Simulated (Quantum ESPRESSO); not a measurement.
# FePt (Tetraferroplatinum): energy over the lowest against total spin moment, fitted and tested on a withheld row

System: FePt (Tetraferroplatinum), 1 Fe and 1 Pt in the cell, space group P4/mmm. Cell as run: a = 2.724, b = 2.724, c = 3.720 Å, angles 90.0, 90.0, 90.0°, 2 atoms. From the study “Fixed-spin-moment curve of FePt (Tetraferroplatinum)”.

Method: PBEsol; plane waves with GBRV 1.5 PBEsol potentials (Quantum ESPRESSO 7.5). Settings shared by all rows: cutoff 544.23 eV, 10×10×10 k-mesh, fermi-dirac occupations, smearing width 0.1 eV. The cell holds one seeded atom, so opposed orders, which may lie lower, cannot form in it.

Results; the value marked ? is withheld:

```tsv
total spin moment (μB a cell)	energy over the lowest (meV a cell)
0	736.1
0.565	704.5
1.131	611.4
1.696	460.3
2.261	270.3
2.827	?
3.3502	0.0
3.392	0.8
3.957	185.6
4.523	743.8
```

Choose a law, fit it, and give the withheld energy over the lowest (total spin moment = 2.827 μB a cell).

**Law.** Time reversal makes the energy at fixed moment even in the moment, so it is expanded as a Landau series in M². In symbols, E = c0 + c2 M² + c4 M⁴ + c6 M⁶, with energy over the lowest in meV a cell.

**Fit.** Least squares on 9 rows gives c0 = 742.041, c2 = -108.131, c4 = 2.0759 and c6 = 0.15777.

```tsv
total spin moment (μB a cell)	computed	fit	computed − fit
0	736.1	742.04	-5.94
0.565	704.5	707.74	-3.24
1.131	611.4	607.45	3.95
1.696	460.3	451.94	8.36
2.261	270.3	264.59	5.71
3.3502	0.0	12.98	-12.98
3.392	0.8	13.03	-12.23
3.957	185.6	163.54	22.06
4.523	743.8	749.51	-5.71
```

The fit has a minimum at M = 3.37 μB a cell. Its quadratic term is negative, which makes M = 0 a maximum of the fitted curve.

**Prediction.** At total spin moment = 2.827 μB a cell the law predicts 90.99 meV a cell. The computed value is 87.7 meV a cell, 3.29 below the prediction. The row lies between fitted rows, so this is an interpolation. The miss is smaller than the rms residual of the fit, 10.55.

[Logs and program files are shortened in this print: banners, set-up blocks, solver, clock and traceback lines can be left out without a mark of their own.]

[Logs are printed without paths, hosts, clocks, repeated set-up lines and the standing remarks that a program may print on its own settings, such as how far it seeks lower states.]

[Hosts, paths, dates, database ids (printed as entryN), source tags and the programs' standing remarks are cut or masked in the printed files.]

[Where a cell is said to come from a database of computed structures, the database is the Materials Project.]
